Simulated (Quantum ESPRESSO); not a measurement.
# YCo2Ge2: spin-resolved density of states, part 2 of 2

Where do the states of the two spins of YCo2Ge2 lie?

Quantum ESPRESSO 7.5; LDA; plane waves with GBRV 1.5 LDA potentials, no spin-orbit coupling.

So far: Starting point; The magnetic state.

## (3) Projected density of states

Level of this step: LDA; plane waves with GBRV 1.5 LDA potentials, no spin-orbit coupling, projections on orthogonalised atomic orbitals (Quantum ESPRESSO).

projwfc.in

```
&PROJWFC
  prefix = 'pwscf'
  outdir = './tmp'
  filpdos = 'pdos'
  ngauss = 0
  degauss = 0.01
  DeltaE = 0.05
  Emin = 5.03
  Emax = 19.03
/
```

Run with:

```
OMP_NUM_THREADS=1 mpirun -n 4 projwfc.x -nk 4 -in projwfc.in > projwfc.out
```

Log:

```text
[banner, memory and clock lines left out]
Program PROJWFC v.7.5 starts

     [... lines left out ...]
     IMPORTANT: XC functional enforced from input :
     Exchange-correlation= PZ
                           (   1   1   0   0   0   0   0)
     Any further DFT definition will be discarded
     Please, verify this is what you really want

     G-vector sticks info

     Check: negative core charge=   -0.000020

     Gaussian broadening (read from input): ngauss,degauss=   0    0.010000

     Calling projwave ....

  Problem Sizes
  natomwfc =          114
  nbnd     =           94
  nkstot   =          126
  npwx     =         4607
  nkb      =          180

     Atomic states used for projection
     (read from pseudopotential files):

     state #   1: atom   1 (Y  ), wfc  1 (l=0 m= 1)
     state #   2: atom   1 (Y  ), wfc  2 (l=1 m= 1)
     state #   3: atom   1 (Y  ), wfc  2 (l=1 m= 2)
     state #   4: atom   1 (Y  ), wfc  2 (l=1 m= 3)
     state #   5: atom   1 (Y  ), wfc  3 (l=2 m= 1)
     state #   6: atom   1 (Y  ), wfc  3 (l=2 m= 2)
     state #   7: atom   1 (Y  ), wfc  3 (l=2 m= 3)
     state #   8: atom   1 (Y  ), wfc  3 (l=2 m= 4)
     state #   9: atom   1 (Y  ), wfc  3 (l=2 m= 5)
     state #  10: atom   1 (Y  ), wfc  4 (l=0 m= 1)
     state #  11: atom   1 (Y  ), wfc  5 (l=1 m= 1)
     state #  12: atom   1 (Y  ), wfc  5 (l=1 m= 2)
     state #  13: atom   1 (Y  ), wfc  5 (l=1 m= 3)
     state #  14: atom   2 (Y  ), wfc  1 (l=0 m= 1)
     state #  15: atom   2 (Y  ), wfc  2 (l=1 m= 1)
     state #  16: atom   2 (Y  ), wfc  2 (l=1 m= 2)
     state #  17: atom   2 (Y  ), wfc  2 (l=1 m= 3)
     state #  18: atom   2 (Y  ), wfc  3 (l=2 m= 1)
     state #  19: atom   2 (Y  ), wfc  3 (l=2 m= 2)
     state #  20: atom   2 (Y  ), wfc  3 (l=2 m= 3)
     state #  21: atom   2 (Y  ), wfc  3 (l=2 m= 4)
     state #  22: atom   2 (Y  ), wfc  3 (l=2 m= 5)
     state #  23: atom   2 (Y  ), wfc  4 (l=0 m= 1)
     state #  24: atom   2 (Y  ), wfc  5 (l=1 m= 1)
     state #  25: atom   2 (Y  ), wfc  5 (l=1 m= 2)
     state #  26: atom   2 (Y  ), wfc  5 (l=1 m= 3)
     state #  27: atom   3 (Co1), wfc  1 (l=0 m= 1)
     state #  28: atom   3 (Co1), wfc  2 (l=1 m= 1)
     state #  29: atom   3 (Co1), wfc  2 (l=1 m= 2)
     state #  30: atom   3 (Co1), wfc  2 (l=1 m= 3)
     state #  31: atom   3 (Co1), wfc  3 (l=2 m= 1)
     state #  32: atom   3 (Co1), wfc  3 (l=2 m= 2)
     state #  33: atom   3 (Co1), wfc  3 (l=2 m= 3)
     state #  34: atom   3 (Co1), wfc  3 (l=2 m= 4)
     state #  35: atom   3 (Co1), wfc  3 (l=2 m= 5)
     state #  36: atom   3 (Co1), wfc  4 (l=0 m= 1)
     state #  37: atom   3 (Co1), wfc  5 (l=1 m= 1)
     state #  38: atom   3 (Co1), wfc  5 (l=1 m= 2)
     state #  39: atom   3 (Co1), wfc  5 (l=1 m= 3)
     state #  40: atom   4 (Co2), wfc  1 (l=0 m= 1)
     state #  41: atom   4 (Co2), wfc  2 (l=1 m= 1)
     state #  42: atom   4 (Co2), wfc  2 (l=1 m= 2)
     state #  43: atom   4 (Co2), wfc  2 (l=1 m= 3)
     state #  44: atom   4 (Co2), wfc  3 (l=2 m= 1)
     state #  45: atom   4 (Co2), wfc  3 (l=2 m= 2)
     state #  46: atom   4 (Co2), wfc  3 (l=2 m= 3)
     state #  47: atom   4 (Co2), wfc  3 (l=2 m= 4)
     state #  48: atom   4 (Co2), wfc  3 (l=2 m= 5)
     state #  49: atom   4 (Co2), wfc  4 (l=0 m= 1)
     state #  50: atom   4 (Co2), wfc  5 (l=1 m= 1)
[...]
state #  63: atom   5 (Co1), wfc  5 (l=1 m= 1)
     state #  64: atom   5 (Co1), wfc  5 (l=1 m= 2)
     state #  65: atom   5 (Co1), wfc  5 (l=1 m= 3)
     state #  66: atom   6 (Co2), wfc  1 (l=0 m= 1)
     state #  67: atom   6 (Co2), wfc  2 (l=1 m= 1)
     state #  68: atom   6 (Co2), wfc  2 (l=1 m= 2)
     state #  69: atom   6 (Co2), wfc  2 (l=1 m= 3)
     state #  70: atom   6 (Co2), wfc  3 (l=2 m= 1)
     state #  71: atom   6 (Co2), wfc  3 (l=2 m= 2)
     state #  72: atom   6 (Co2), wfc  3 (l=2 m= 3)
     state #  73: atom   6 (Co2), wfc  3 (l=2 m= 4)
     state #  74: atom   6 (Co2), wfc  3 (l=2 m= 5)
     state #  75: atom   6 (Co2), wfc  4 (l=0 m= 1)
     state #  76: atom   6 (Co2), wfc  5 (l=1 m= 1)
     state #  77: atom   6 (Co2), wfc  5 (l=1 m= 2)
     state #  78: atom   6 (Co2), wfc  5 (l=1 m= 3)
     state #  79: atom   7 (Ge ), wfc  1 (l=2 m= 1)
     state #  80: atom   7 (Ge ), wfc  1 (l=2 m= 2)
     state #  81: atom   7 (Ge ), wfc  1 (l=2 m= 3)
     state #  82: atom   7 (Ge ), wfc  1 (l=2 m= 4)
     state #  83: atom   7 (Ge ), wfc  1 (l=2 m= 5)
     state #  84: atom   7 (Ge ), wfc  2 (l=0 m= 1)
     state #  85: atom   7 (Ge ), wfc  3 (l=1 m= 1)
     state #  86: atom   7 (Ge ), wfc  3 (l=1 m= 2)
     state #  87: atom   7 (Ge ), wfc  3 (l=1 m= 3)
     state #  88: atom   8 (Ge ), wfc  1 (l=2 m= 1)
     state #  89: atom   8 (Ge ), wfc  1 (l=2 m= 2)
     state #  90: atom   8 (Ge ), wfc  1 (l=2 m= 3)
     state #  91: atom   8 (Ge ), wfc  1 (l=2 m= 4)
     state #  92: atom   8 (Ge ), wfc  1 (l=2 m= 5)
     state #  93: atom   8 (Ge ), wfc  2 (l=0 m= 1)
     state #  94: atom   8 (Ge ), wfc  3 (l=1 m= 1)
     state #  95: atom   8 (Ge ), wfc  3 (l=1 m= 2)
     state #  96: atom   8 (Ge ), wfc  3 (l=1 m= 3)
     state #  97: atom   9 (Ge ), wfc  1 (l=2 m= 1)
     state #  98: atom   9 (Ge ), wfc  1 (l=2 m= 2)
     state #  99: atom   9 (Ge ), wfc  1 (l=2 m= 3)
     state # 100: atom   9 (Ge ), wfc  1 (l=2 m= 4)
     state # 101: atom   9 (Ge ), wfc  1 (l=2 m= 5)
     state # 102: atom   9 (Ge ), wfc  2 (l=0 m= 1)
     state # 103: atom   9 (Ge ), wfc  3 (l=1 m= 1)
     state # 104: atom   9 (Ge ), wfc  3 (l=1 m= 2)
     state # 105: atom   9 (Ge ), wfc  3 (l=1 m= 3)
     state # 106: atom  10 (Ge ), wfc  1 (l=2 m= 1)
     state # 107: atom  10 (Ge ), wfc  1 (l=2 m= 2)
     state # 108: atom  10 (Ge ), wfc  1 (l=2 m= 3)
     state # 109: atom  10 (Ge ), wfc  1 (l=2 m= 4)
     state # 110: atom  10 (Ge ), wfc  1 (l=2 m= 5)
     state # 111: atom  10 (Ge ), wfc  2 (l=0 m= 1)
     state # 112: atom  10 (Ge ), wfc  3 (l=1 m= 1)
     state # 113: atom  10 (Ge ), wfc  3 (l=1 m= 2)
     state # 114: atom  10 (Ge ), wfc  3 (l=1 m= 3)

 [... projections of the bands left out ...]

Lowdin Charges:

     Atom #   1: total charge =  11.0372, s =  2.2408, p =  6.8460, d =  1.9504,
                 spin up      =   5.5186, s =  1.1204,
                 spin up      =   5.5186, p =  3.4230, pz=  1.1375, px=  1.1428, py=  1.1428,
                 spin up      =   5.5186, d =  0.9752, dz2=  0.1461, dxz=  0.2110, dyz=  0.2110, dx2-y2=  0.2159, dxy=  0.1912,
                 spin down    =   5.5186, s =  1.1204,
                 spin down    =   5.5186, p =  3.4230, pz=  1.1375, px=  1.1428, py=  1.1428,
                 spin down    =   5.5186, d =  0.9752, dz2=  0.1461, dxz=  0.2110, dyz=  0.2110, dx2-y2=  0.2159, dxy=  0.1913,
                 polarization =   0.0000, s =  0.0000, p = -0.0000, d =  0.0000,
     Atom #   2: total charge =  11.0372, s =  2.2408, p =  6.8460, d =  1.9504,
                 spin up      =   5.5186, s =  1.1204,
                 spin up      =   5.5186, p =  3.4230, pz=  1.1375, px=  1.1428, py=  1.1428,
                 spin up      =   5.5186, d =  0.9752, dz2=  0.1461, dxz=  0.2110, dyz=  0.2110, dx2-y2=  0.2159, dxy=  0.1912,
                 spin down    =   5.5186, s =  1.1204,
                 spin down    =   5.5186, p =  3.4230, pz=  1.1375, px=  1.1428, py=  1.1428,
                 spin down    =   5.5186, d =  0.9752, dz2=  0.1461, dxz=  0.2110, dyz=  0.2110, dx2-y2=  0.2159, dxy=  0.1913,
                 polarization =   0.0000, s =  0.0000, p = -0.0000, d =  0.0000,
     Atom #   3: total charge =  17.5315, s =  2.3546, p =  7.3094, d =  7.8674,
                 spin up      =   8.7656, s =  1.1773,
                 spin up      =   8.7656, p =  3.6547, pz=  1.2256, px=  1.2146, py=  1.2146,
                 spin up      =   8.7656, d =  3.9336, dz2=  0.7719, dxz=  0.8138, dyz=  0.8138, dx2-y2=  0.8622, dxy=  0.6720,
                 spin down    =   8.7658, s =  1.1773,
                 spin down    =   8.7658, p =  3.6547, pz=  1.2255, px=  1.2146, py=  1.2146,
                 spin down    =   8.7658, d =  3.9338, dz2=  0.7720, dxz=  0.8138, dyz=  0.8138, dx2-y2=  0.8622, dxy=  0.6721,
                 polarization =  -0.0002, s =  0.0000, p =  0.0000, d = -0.0002,
     Atom #   4: total charge =  17.5315, s =  2.3546, p =  7.3094, d =  7.8675,
                 spin up      =   8.7655, s =  1.1773,
                 spin up      =   8.7655, p =  3.6547, pz=  1.2255, px=  1.2146, py=  1.2146,
                 spin up      =   8.7655, d =  3.9335, dz2=  0.7719, dxz=  0.8137, dyz=  0.8137, dx2-y2=  0.8622, dxy=  0.6719,
                 spin down    =   8.7660, s =  1.1773,
                 spin down    =   8.7660, p =  3.6547, pz=  1.2256, px=  1.2146, py=  1.2146,
                 spin down    =   8.7660, d =  3.9339, dz2=  0.7719, dxz=  0.8138, dyz=  0.8138, dx2-y2=  0.8622, dxy=  0.6722,
                 polarization =  -0.0004, s = -0.0000, p = -0.0000, d = -0.0004,
     Atom #   5: total charge =  17.5315, s =  2.3546, p =  7.3094, d =  7.8674,
                 spin up      =   8.7656, s =  1.1773,
                 spin up      =   8.7656, p =  3.6547, pz=  1.2256, px=  1.2146, py=  1.2146,
                 spin up      =   8.7656, d =  3.9336, dz2=  0.7719, dxz=  0.8138, dyz=  0.8138, dx2-y2=  0.8622, dxy=  0.6720,
                 spin down    =   8.7658, s =  1.1773,
                 spin down    =   8.7658, p =  3.6547, pz=  1.2255, px=  1.2146, py=  1.2146,
                 spin down    =   8.7658, d =  3.9338, dz2=  0.7720, dxz=  0.8138, dyz=  0.8138, dx2-y2=  0.8622, dxy=  0.6721,
                 polarization =  -0.0002, s =  0.0000, p =  0.0000, d = -0.0002,
     Atom #   6: total charge =  17.5315, s =  2.3546, p =  7.3094, d =  7.8675,
                 spin up      =   8.7655, s =  1.1773,
                 spin up      =   8.7655, p =  3.6547, pz=  1.2255, px=  1.2146, py=  1.2146,
                 spin up      =   8.7655, d =  3.9335, dz2=  0.7719, dxz=  0.8137, dyz=  0.8137, dx2-y2=  0.8622, dxy=  0.6719,
                 spin down    =   8.7660, s =  1.1773,
                 spin down    =   8.7660, p =  3.6547, pz=  1.2256, px=  1.2146, py=  1.2146,
                 spin down    =   8.7660, d =  3.9339, dz2=  0.7719, dxz=  0.8138, dyz=  0.8138, dx2-y2=  0.8622, dxy=  0.6722,
                 polarization =  -0.0004, s = -0.0000, p = -0.0000, d = -0.0004,
     Atom #   7: total charge =  13.3840, s =  0.9961, p =  2.3945, d =  9.9934,
                 spin up      =   6.6920, s =  0.4980,
                 spin up      =   6.6920, p =  1.1973, pz=  0.3795, px=  0.408
```

Wall time 11 s (4 MPI ranks of Arm Neoverse V1, shared host); peak memory 0.57 GiB; 46 s of CPU time.

The density of states has structure finer than the step of the table below, so its rows give means over 0.5 eV, whole bins alone (the curve runs from -9.00 to 5.05 eV). Peaks (eV: height): up -2.35: 9.47, -1.90: 7.21, -1.15: 10.7, 0.25: 5.92; down -2.35: 9.47, -1.90: 7.21, -1.15: 10.7, 0.25: 5.92; Y1 p up -5.00: 0.0536, -3.25: 0.0708, -2.40: 0.0641, -1.90: 0.0847; Y1 p down -5.00: 0.0536, -3.25: 0.0708, -2.40: 0.0641, -1.90: 0.0847; Co3 d up -2.35: 1.58, -1.15: 2.39, 0.25: 1.01.

Gaussian broadening of 0.136 eV on the SCF mesh. Density of states against energy, zero at the Fermi level; means over each step; 7 of 8 lines; values in states/eV/cell:

| energy (eV) | up | down | Y1 p up | Y1 p down | Co3 d up | Co3 d down | Ge7 p up |
| --- | --- | --- | --- | --- | --- | --- | --- |
| -8.5 | 1.39 | 1.39 | 0.0200 | 0.0200 | 0.0210 | 0.0210 | 0.0268 |
| -8.0 | 1.36 | 1.36 | 0.00675 | 0.00675 | 0.0305 | 0.0305 | 0.0189 |
| -7.5 | 0.129 | 0.129 | 5.6e-4 | 5.6e-4 | 0.00362 | 0.00362 | 0.00135 |
| -7.0 | 0 | 0 | 0 | 0 | 0 | 0 | 0 |
| -6.5 | 0 | 0 | 0 | 0 | 0 | 0 | 0 |
| -6.0 | 3.6e-4 | 3.6e-4 | 0 | 0 | 6.0e-6 | 6.0e-6 | 4.0e-5 |
| -5.5 | 0.493 | 0.494 | 0.00438 | 0.00438 | 0.0106 | 0.0106 | 0.0617 |
| -5.0 | 2.56 | 2.56 | 0.0456 | 0.0456 | 0.0864 | 0.0864 | 0.296 |
| -4.5 | 2.29 | 2.29 | 0.0355 | 0.0355 | 0.122 | 0.122 | 0.242 |
| -4.0 | 1.66 | 1.66 | 0.0235 | 0.0235 | 0.114 | 0.114 | 0.165 |
| -3.5 | 3.00 | 3.00 | 0.0514 | 0.0514 | 0.254 | 0.254 | 0.288 |
| -3.0 | 5.33 | 5.33 | 0.0558 | 0.0558 | 0.588 | 0.588 | 0.443 |
| -2.5 | 7.19 | 7.19 | 0.0524 | 0.0524 | 1.11 | 1.11 | 0.311 |
| -2.0 | 6.71 | 6.71 | 0.0616 | 0.0616 | 1.23 | 1.23 | 0.173 |
| -1.5 | 6.67 | 6.67 | 0.0265 | 0.0265 | 1.43 | 1.43 | 0.0567 |
| -1.0 | 9.06 | 9.06 | 0.0236 | 0.0236 | 2.00 | 2.00 | 0.0507 |
| -0.5 | 3.49 | 3.49 | 0.0322 | 0.0322 | 0.603 | 0.603 | 0.0535 |
| 0.0 | 3.72 | 3.73 | 0.0295 | 0.0295 | 0.597 | 0.597 | 0.0897 |
| 0.5 | 3.93 | 3.92 | 0.0159 | 0.0159 | 0.579 | 0.578 | 0.117 |
| 1.0 | 1.83 | 1.83 | 0.00353 | 0.00353 | 0.184 | 0.184 | 0.0682 |
| 1.5 | 1.29 | 1.29 | 0.00191 | 0.00191 | 0.0979 | 0.0979 | 0.0486 |
| 2.0 | 1.82 | 1.82 | 0.00430 | 0.00430 | 0.108 | 0.108 | 0.0778 |
| 2.5 | 2.33 | 2.33 | 0.00937 | 0.00937 | 0.114 | 0.114 | 0.112 |
| 3.0 | 2.38 | 2.38 | 0.00938 | 0.00938 | 0.0815 | 0.0814 | 0.0755 |
| 3.5 | 3.92 | 3.92 | 0.0206 | 0.0206 | 0.105 | 0.105 | 0.100 |
| 4.0 | 4.24 | 4.23 | 0.0259 | 0.0259 | 0.0838 | 0.0838 | 0.138 |
| 4.5 | 3.66 | 3.66 | 0.0359 | 0.0359 | 0.0699 | 0.0699 | 0.158 |

## (4) What came out

| Quantity | Value |
| --- | --- |
| state | non-magnetic |
| largest moment in a sphere | 4.4e-4 μB |

What this shows: Distinct peaks of the density of states (up) stand at -2.95, -2.35, -1.90, -1.15 and 0.25 eV; the one at -1.15 eV is strongest. These are Kohn–Sham states without spin–orbit coupling, on the mesh of the self-consistent run. Energies are free energies at an electronic temperature of 1160 K, which lowers moments and differences where the moments are itinerant.

[Logs and program files are shortened in this print: banners, set-up blocks, solver, clock and traceback lines can be left out without a mark of their own.]

[Logs are printed without paths, hosts, clocks, repeated set-up lines and the standing remarks that a program may print on its own settings, such as how far it seeks lower states.]

[Hosts, paths, dates, database ids (printed as entryN), source tags and the programs' standing remarks are cut or masked in the printed files.]

[Where a cell is said to come from a database of computed structures, the database is the Materials Project.]
